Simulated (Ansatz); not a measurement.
# Structural relaxation of SiC(10-10)/MgS(100) interface (76 atoms), part 2 of 2

How does SiC(10-10)/MgS(100) interface (76 atoms) relax, and what do bonds, charges and levels look like afterwards?

Ansatz 0.2.0; Kohn-Sham DFT, PBE, PAW (set soft_2), plane waves.

The cell: 24 Si, 24 C, 14 Mg and 14 S. The host structure and its lattice constant were typed by rule, without a check against the phase diagram.

So far. Step 3 (Relaxation): The relaxation changed the energy by -167 meV/atom, and atoms moved by 0.28 Å r.m.s., 0.59 Å at most.

## 5. Single point at the relaxed geometry

One more single point at the end of the walk gives the fuller output and checks the residual forces.

Input file input.yaml:

```yaml
crystal:
  lattice:
    - [11.8227, 0.0, 0.0]
    - [-1.10952, 7.88027, 0.0]
    - [0.0, 0.0, 10.74772]
  atoms:
    - { symbol: Si, position: [0.67745, 0.33944, 0.00725] }
    - { symbol: C, position: [0.79987, 0.46308, 0.08559] }
    - { symbol: Si, position: [0.92073, 0.33319, 0.08123] }
    - { symbol: C, position: [0.87955, 0.12274, 0.00293] }
    [... 66 atom lines left out ...]
    - { symbol: Mg, position: [0.02198, 0.46161, 0.80764] }
    - { symbol: S, position: [0.73604, 0.34659, 0.81256] }
    - { symbol: Mg, position: [0.74274, 0.33646, 0.52883] }
    - { symbol: S, position: [0.69945, 0.62551, 0.57147] }
    - { symbol: Mg, position: [0.70206, 0.66317, 0.79986] }
    - { symbol: S, position: [0.48828, 0.4788, 0.84728] }
kpoints:
  mp_grid: { grid: [1, 2, 1] }
hamiltonian:
  xc: pbe
scf:
  occupations: { method: gaussian, width: 0.025 }
output:
  forces: true
  stress: true
  populations: true
  dos:
    method: { smearing: { sigma: 0.1 } }
    de: 0.1
    projected:
      site_lists:
        C: [C]
        Mg: [Mg]
        S: [S]
        Si: [Si]
        SiC: [0, 1, 2, 3, 4, 5, 6, 7, 8, 9, 10, 11, 12, 13, 14, 15, 16, 17, 18, 19, 20, 21, 22, 23, 24, 25, 26, 27, 28, 29, 30, 31, 32, 33, 34, 35, 36, 37, 38, 39, 40, 41, 42, 43, 44, 45, 46, 47]
        MgS: [48, 49, 50, 51, 52, 53, 54, 55, 56, 57, 58, 59, 60, 61, 62, 63, 64, 65, 66, 67, 68, 69, 70, 71, 72, 73, 74, 75]
  eigenvalues: true
  write_density: true
  write_potential: true
  volumetric_format: npy
```

Started as:

```
$ ansatz run input.yaml --threads 4 --pin off --max-ram 8192MiB --backend cpu --events-out ev --progress --plain --runs-dir out
```

Numbers of over 12 decimals in the logs are rounded to 6 here.

What it wrote:

```text
[...]
Crystal: 76 atoms, lattice volume = 1001.323 Å³
Basis set: ecut = 420 eV, 19535 PW (Γ), exchange–correlation on 160×108×144 points (8 copies of the dense FFT grid, shifted against one another)
Bands: 284, of which v1, the nominal top of the filled ones, is band 208 counted from 1 (207 counted from 0)
Symmetry: 1 space group operations
[...]
k-points: 2
[...]
SCF iter   1: F=—  HF=-60864.092598 eV  |F-HF|=—  |Δ(HF+E_count)|=         —  Δρ=5.56e-3  dr2=1.21e0  ethr=1.77e-3  ⟨swp⟩=6.0  Hψ=2426  notcnv=0  defer=101
[...]
SCF iter   8: F=-60863.935483 eV  HF=-60863.935483 eV  |F-HF|=1.49e-8  |Δ(HF+E_count)|=   2.56e-7  Δρ=1.83e-6  dr2=6.29e-8  ethr=2.40e-11  ⟨swp⟩=18.0  Hψ=4743  notcnv=0
SCF 1 converged in 8 iterations: F = -60863.935483 eV  dr2 = 6.29e-8
[...]
SCF converged after 8 iterations
Free energy (F): -60863.935483 eV
[...]
Internal energy: -60863.935483 eV  (E = F + TS)
E sigma→0 (E₀):  -60863.935483 eV
Fermi energy:    9.191399 eV
[...]
--- Forces (eV/Å), atoms counted from 1 ---
  atom   1  Si     0.00059621    -0.00434499    -0.01641059
  atom   2  C      0.00307421    -0.00348213    -0.00635456
  atom   3  Si    -0.00579561    -0.00586617    -0.00502526
  atom   4  C     -0.00512623     0.00254598     0.00170630
  atom   5  Si    -0.00649987     0.00817993     0.00288152
  atom   6  C      0.00709123    -0.00615786    -0.00182289
  atom   7  Si    -0.00375256     0.00293045    -0.01082852
  atom   8  C      0.00314343    -0.00867165    -0.00189697
  atom   9  Si     0.00501729     0.00164298    -0.00146603
  atom  10  C     -0.00046031     0.00110217    -0.00473972
  atom  11  Si    -0.00340709     0.00063797    -0.00724865
  atom  12  C     -0.01899009    -0.00773110    -0.00690718
  atom  13  Si     0.00491149     0.00515386    -0.00770542
  atom  14  C      0.01472301    -0.00664790     0.00870258
[...]
atom  75  Mg    -0.00730892    -0.00810606    -0.00066371
  atom  76  S     -0.00564755     0.00466745     0.01539096
  max |Σ_I F_I| component: 4.09e-5 eV/Å
--- Stress (GPa, compression-positive) ---
        6.678933      -0.949353       1.085522
       -0.949355       7.431439      -0.930367
        1.085522      -0.930367       7.774410
  P = ⅓ Tr σ = 7.2949 GPa (72.949 kbar)
--- Band table (eV) ---
[...]
--- Löwdin populations: 76 sites ---
  site symbol       q [e]
     0     Si      3.0404
     1      C      5.0032
     2     Si      2.9285
[...]
75      S      6.5349
  spilling = 0.011011 (of n_electrons = 416.000000)
```

Wall time 14 s (4 threads of Intel Xeon Platinum 8488C (Sapphire Rapids), shared host); peak memory 2.9 GiB; 52 s of CPU time.

The run gave:

```
free energy                                      : -60863.9355 eV
free energy per atom                             : -800.8413 eV/atom
SCF cycles                                       : 8
pressure                                         : 7.295 GPa
r.m.s. force component                           : 0.00811 eV/Å
longest force                                    : 0.03298 eV/Å
Fermi energy                                     : 9.191 eV
gap (highest filled to lowest empty level) : 0.3378 eV
spilling of the projection                       : 0.01101
```

Löwdin charges by element (they lack the spilled electrons, 0.060 e an atom on average):

```
element  coordination  atoms  mean charge (e)  spread  least    most
      C           all     24            -1.05   0.097  -1.21  -0.812
     Mg           all     14             1.46  0.0178   1.42    1.48
      S           all     14            -1.02   0.198  -1.23  -0.535
     Si           all     24            0.982   0.122  0.602    1.08
```

By region:

```
region  atoms  mean length of the force (eV/Å)
   SiC     48                             0.01
   MgS     28                            0.016
```

Density of states as counts of states in windows of 1 eV (from the Fermi level), total and the larger projections:

```
from (eV)  to (eV)  total   SiC   C p   MgS   S p  Si p  Si s
      -18      -17    0.0   0.0   0.0   0.0   0.0   0.0   0.0
      -17      -16    2.0   1.5   0.1   0.5   0.0   0.2   0.6
      -16      -15    6.6   5.8   0.4   0.8   0.0   1.2   2.0
      -15      -14    9.8   7.4   0.6   2.3   0.1   2.0   2.2
      -14      -13   19.5   8.7   0.7  10.8   0.2   2.8   2.0
      -13      -12   24.8  13.8   0.9  10.9   0.1   4.2   2.2
      -12      -11   13.4  12.1   0.5   1.2   0.2   4.0   1.0
      -11      -10    0.0   0.0   0.0   0.0   0.0   0.0   0.0
      -10       -9    3.0   2.8   1.4   0.1   0.1   0.5   0.8
       -9       -8   18.0  16.8   8.3   1.1   0.8   2.5   5.0
       -8       -7   11.5  10.3   4.9   1.1   0.8   2.4   1.7
       -7       -6   19.9  15.4   7.9   4.4   3.4   4.8   1.5
       -6       -5   34.8  19.1  10.5  15.4  12.8   6.1   1.3
       -5       -4   32.3  20.0  12.3  11.8  10.6   6.1   0.9
       -4       -3   40.0  22.0  15.0  17.1  16.4   5.8   0.5
       -3       -2   40.1  19.8  14.8  19.3  18.7   4.4   0.3
       -2       -1   21.7  13.6  11.1   7.3   7.0   1.8   0.2
       -1        0    6.6   4.5   2.9   1.8   1.5   1.2   0.2
        0        1    6.7   4.8   1.4   1.2   0.7   2.8   0.5
        1        2   11.4   6.7   2.0   3.2   1.2   3.5   0.8
        2        3   18.7   8.7   1.8   5.0   1.3   4.6   1.2
        3        4   28.7  14.2   2.6   5.3   1.4   7.3   2.0
        4        5   32.6  14.9   3.1   4.3   1.2   7.7   2.2
```

The stored curve holds about 304 of the 416 electrons; the rest, give or take the few that broadening carries across the Fermi level, lie in deeper levels below its range.

The levels nearest the highest filled one (over half full), pooled over k-points and spins:

```
level less the highest filled one (eV)  occupation
                                -0.840           2
                                -0.787           2
                                -0.766           2
                                -0.625           2
                               -0.0539           2
                                     0           2
                                 0.338           0
                                 0.340           0
                                 0.724           0
                                 0.791           0
                                 0.897           0
                                 0.979           0
```

Planar average of the electrostatic potential energy along the normal, with the Fermi level as zero, after a running mean with a triangular window 4 Å wide at its base:

```
height (Å)  potential energy (eV)
       0.0                  -8.14
       0.3                  -8.81
       0.6                  -9.24
       0.9                  -9.36
       1.2                  -9.23
       1.5                  -9.00
       1.8                  -8.87
       2.1                  -8.92
       2.4                  -9.10
       2.7                  -9.24
       3.0                  -9.16
       3.3                  -8.79
       3.6                  -8.15
       3.9                  -7.35
       4.2                  -6.55
       4.5                  -5.92
       4.8                  -5.56
       5.1                  -5.48
       5.5                  -5.66
       5.8                  -5.69
       6.1                  -5.53
       6.4                  -5.20
       6.7                  -4.88
       7.0                  -4.68
       7.3                  -4.66
       7.6                  -4.81
       7.9                  -5.12
       8.2                  -5.47
       8.5                  -5.71
       8.8                  -5.75
       9.1                  -5.65
       9.4                  -5.61
       9.7                  -5.78
      10.0                  -6.23
      10.3                  -6.92
      10.6                  -7.74
```

Valence density in the ca plane at fractional y = 0.149, with atoms of Si and C and S and Mg within 0.2 Å of it. It is the smooth field of the valence electrons, not physical close to the nuclei.

Ten steps, logarithmic in the rise over the least value, from '_' (0 e/Å³) to '@' (21 e/Å³), each cell a mean:
```
::::....____........____________________..::::::::..____....
==--::..____..........______........________......____..::--
====--..______..::..........::::--::..________::--....::--==
==--::..______....____..::::--------::..____..--==::....::==
::::....______............::::----::..________....______..::
........______....::::..............________________________
..::::::..______........____________________________________
::--==--::..............__________________________________..
::======--::::........________..::::..____________________..
::--====--::::..__....______..--------::..__......________..
..::::::..............____..::--------::....++%%**..________
........__..........______..::--------::..::**%%##::______..
::::::..____........________..::::::::..____..--::________..
--==--::..____........________......________......______..::
======::..____..........__________________....::....____..--
====--::..__..............____........____..::::::..____..::
::::::....__............................__....::....______..
__......______............____........________....__________
....::::..____..........____________________________________
::------::............______________________________________
::======--::::........______--++--..____..::::::::..______..
::--====--::..__........__::##@@%%--....::--------::..____..
..::::::::::......::....__::**@@##--....----::::--::..____..
......................______..::..____..::--------::______..
```
Columns run along c (10.7 Å), rows up along a (11.8 Å). Atoms in or near the plane, at fractional coordinates: Si at (0.32, 0.83), C at (0.03, 0.38), C at (0.08, 0.64), Si at (0.26, 0.59), C at (0.08, 0.13), Si at (0.25, 0.08), S at (0.75, 0.06), Mg at (0.51, 0.08).

Electrostatic potential energy in the ca plane at fractional y = 0.149, with atoms of Si and C and S and Mg within 0.2 Å of it. With pseudopotentials it is smooth inside the atoms' cores, unlike the true potential.

Ten even steps from '0' (-48 eV) to '9' (12 eV), each cell a mean:
```
899999999999999999999988999999
579999999999999999999998899996
038999986446898778999986678971
368999972002787557999875468985
999999973003788778999987789999
999999997667999999999999999999
999999999999999999999999999999
974589988899999999999999999999
830068633589999999999999999999
963477300179999755799987789999
988998521379998433489730278999
888999877899998533589720168999
889999999999999878899876789999
557999999999999999999999999998
003899987668999999999999999997
436999973015899999999998999998
999999973014899999999998999999
998899987557999999999998999999
999999999999999999999999999999
975689999999999899999999999999
820168645799986458999888999999
852476100489861005898533599999
988986201589972016897344389999
889998766899987678998533699999
```
Columns run along c (10.7 Å; values clipped at the 3rd and 97th percentile), rows up along a (11.8 Å). Atoms in or near the plane, at fractional coordinates: Si at (0.32, 0.83), C at (0.03, 0.38), C at (0.08, 0.64), Si at (0.26, 0.59), C at (0.08, 0.13), Si at (0.25, 0.08), S at (0.75, 0.06), Mg at (0.51, 0.08).

Mean Löwdin charges: C -1.05, Mg +1.46, S -1.02, Si +0.98 e (they miss 1.1 % of the electrons, so they add up to more than the cell's charge). Within 0.4 eV of the Fermi level the largest share is Si p (44 % of the projected weight).

Local excerpt of 10 atoms (numbers count through the whole input) about S76, whose charge lies farthest from its element's mean; x, y, z are measured from there.

```
atom      x      y      z  distance (Å)  Löwdin charge (e)
 S76   0.00   0.00   0.00          0.00              -0.53
 C36   0.71  -0.20   1.70          1.85              -0.81
Mg51  -1.00   2.26  -0.56          2.54               1.44
Mg63   0.85  -2.32  -0.76          2.58               1.44
Mg75   2.32   1.45  -0.51          2.79               1.47
Mg67  -2.42  -1.49  -0.63          2.91               1.42
Si11  -0.67  -1.11   2.63          2.93               1.08
Mg49   0.13  -0.05  -2.95          2.96               1.44
Si35   1.00   1.48   2.50          3.07               1.06
 Si1   2.39  -1.10   1.72          3.14               0.96
```

## 6. A changed input

The input is spoilt on purpose; the run shows how that looks.

This step: Kohn-Sham DFT, PBE, PAW (set soft_2), localised support functions (medium) (Ansatz 0.2.0).

Input file input.yaml:

```yaml
crystal:
  lattice:
    - [11.8227, 0.0, 0.0]
    - [-1.10952, 7.88027, 0.0]
    - [0.0, 0.0, 10.74772]
  atoms:
    [... the 76 atom lines of step 2 ...]
kpoints:
  mp_grid: { grid: [1, 2, 1] }
hamiltonian:
  xc: pbe
scf:
  occupations: { method: gaussian, width: 0.025 }
  eigensolver: { kind: { support_functions: { accuracy: medium, spacing: 0.6 } } }
  max_iter: 50
output:
  forces: true
```

What it wrote:

```text
Warning: scf.eigensolver.kind.support_functions: disabling space-group detection — the functions' gradient is summed over unrotated k-points, so no spatial operation reduces the k-mesh or symmetrises the density; time reversal is kept, so that k and −k are solved as one point where they differ and the mesh holds both, and exact exchange and, on two spinor components, a DFT+U term hold to it where the run has them: [...]
settings of this run that can trade accuracy for cost: scf.eigensolver.kind.support_functions [...]
[...]
Crystal: 76 atoms, lattice volume = 1001.323 Å³
Basis set: ecut = 420 eV, 19535 PW (Γ), exchange–correlation on 160×108×144 points (8 copies of the dense FFT grid, shifted against one another)
Bands: 250, of which v1, the nominal top of the filled ones, is band 208 counted from 1 (207 counted from 0)
Symmetry: 1 space group operations
k-points: 2
[...]
Eigensolver: Support functions (medium, 24×18×18 points, laid for a spacing of at most 0.600000 Å, radius 3.599033 Å, up to 3.606551 Å in less dense regions, 3 species' potentials softened for the grid, 3 wholly corrected for its errors in the mean over positions, 4 with the egg-box correction, energy correction by stochastic trace)
[...]
SCF iter   1: F=—  HF=-58917.883654 eV  |F-HF|=—  |Δ(HF+E_count)|=         —  Δρ=3.33e-1  dr2=3.63e2  ethr=1.00e-1
[...]
SCF iter  13: F=-58622.228719 eV  HF=-58622.228719 eV  |F-HF|=1.79e-7  |Δ(HF+E_count)|=   8.30e-3  Δρ=6.10e-6  dr2=5.49e-7  ethr=5.76e-10
SCF 1 converged in 13 iterations: F = -58622.381648 eV  dr2 = 5.49e-7
[...]
SCF converged after 13 iterations
Stability not checked: this state was not tested for a lower state beside it, because the mixer in use, unlike msr1, does not test its closes by its own steps (another_mixer; see scf.mixing.algorithm and scf.lower_state_search)
Free energy (F): -58622.381648 eV
[...]
Internal energy: -58622.368628 eV  (E = F + TS)
E sigma→0 (E₀):  -58622.375138 eV
Entropy (-TS):   -0.013021 eV (-0.171 meV/atom)
Fermi energy:    9.033534 eV
[...]
--- Forces (eV/Å), atoms counted from 1 ---
  atom   1  Si     1.92904745    -0.17793755     0.29954333
  atom   2  C     -1.06884009     0.86191950     0.87367323
  atom   3  Si     1.59593990    -0.77223172     0.66032251
  atom   4  C     -0.05699146     1.14204030    -0.12035575
  atom   5  Si     0.62613291    -0.02329475    -0.29293223
  atom   6  C      1.67169450     3.54476024     0.17765780
  atom   7  Si    -1.24172753     1.05155257    -0.16613582
  atom   8  C     -0.26723736     1.97969810     3.17722332
  atom   9  Si     0.20374350     0.80617069     0.52470860
  atom  10  C      0.25978052     2.19630936    -2.54284208
  atom  11  Si    -0.46714532    -0.81424974     2.47928056
  atom  12  C      1.10633639     4.17624789    -0.84553587
  atom  13  Si     1.06296778    -0.66391406    -1.27628823
  atom  14  C      0.27016409     3.21756143    -1.44875203
[...]
atom  75  Mg    -1.80735652   -15.91097710    41.26914519
  atom  76  S     -0.74897826    -0.21190147     2.41526132
  max |Σ_I F_I| component: 3.59e2 eV/Å
--- Band table (eV) ---
[...]
guard bands above this table: 36 of the run's 250 bands (output.publish_guard_bands: true publishes all)
[...]
```

The job ended after 49 s (4 threads; peak memory 1.7 GiB).

The program notes that the band table was not solved further than the SCF left it, the forces don't sum to zero within tolerance, the grid leaves an egg-box force and it switched symmetry off.

The SCF closed, but on a changed input, so its numbers are not taken as the system's.

The fault in the input: a grid far too coarse (support_functions.accuracy = "medium" and support_functions.spacing = 0.6). The fix is to leave the spacing at the level's default.

Against the single point at the start:

```
r.m.s. difference of force components : 12060 meV/Å
longest difference of force vectors   : 65380 meV/Å
force difference over r.m.s. force    : 1151 %
energy difference                     : 29330 meV/atom
```

## 7. Outcome

```json
{
  "energy change in the relaxation": "-167.1 meV/atom",
  "r.m.s. displacement": "0.28 Å",
  "largest displacement": "0.586 Å",
  "free energy per atom": "-800.8413 eV/atom",
  "density": "2.904 g/cm³",
  "pressure": "7.295 GPa",
  "r.m.s. force component": "0.00811 eV/Å",
  "gap (highest filled to lowest empty level)": "0.3378 eV",
  "wall time of the 4 DFT runs": "2.3 min"
}
```

In words: Relaxation lowers the energy by 167 meV/atom and moves atoms by 0.28 Å r.m.s.; the r.m.s. force component goes from 1.0 to 0.0081 eV/Å, the pressure goes from 3.4 to 7.3 GPa. First to last step the energy falls by 12.702 eV; the largest move, 0.59 Å, is that of Mg69. The highest filled and lowest empty levels differ by 0.338 eV on the run's k-points; the mesh holds the band edges only if they fold onto it, so the gap at this level can be narrower or closed, while semilocal functionals tend to narrow gaps against experiment.

What to keep in mind: The pressure of 7.3 GPa means that a free cell would grow at this level.

[Logs are printed without paths, hosts, clocks, repeated set-up lines and the standing remarks that a program may print on its own settings, such as how far it seeks lower states.]

[Hosts, paths, dates, database ids (printed as entryN), source tags and the programs' standing remarks are cut or masked in the printed files.]
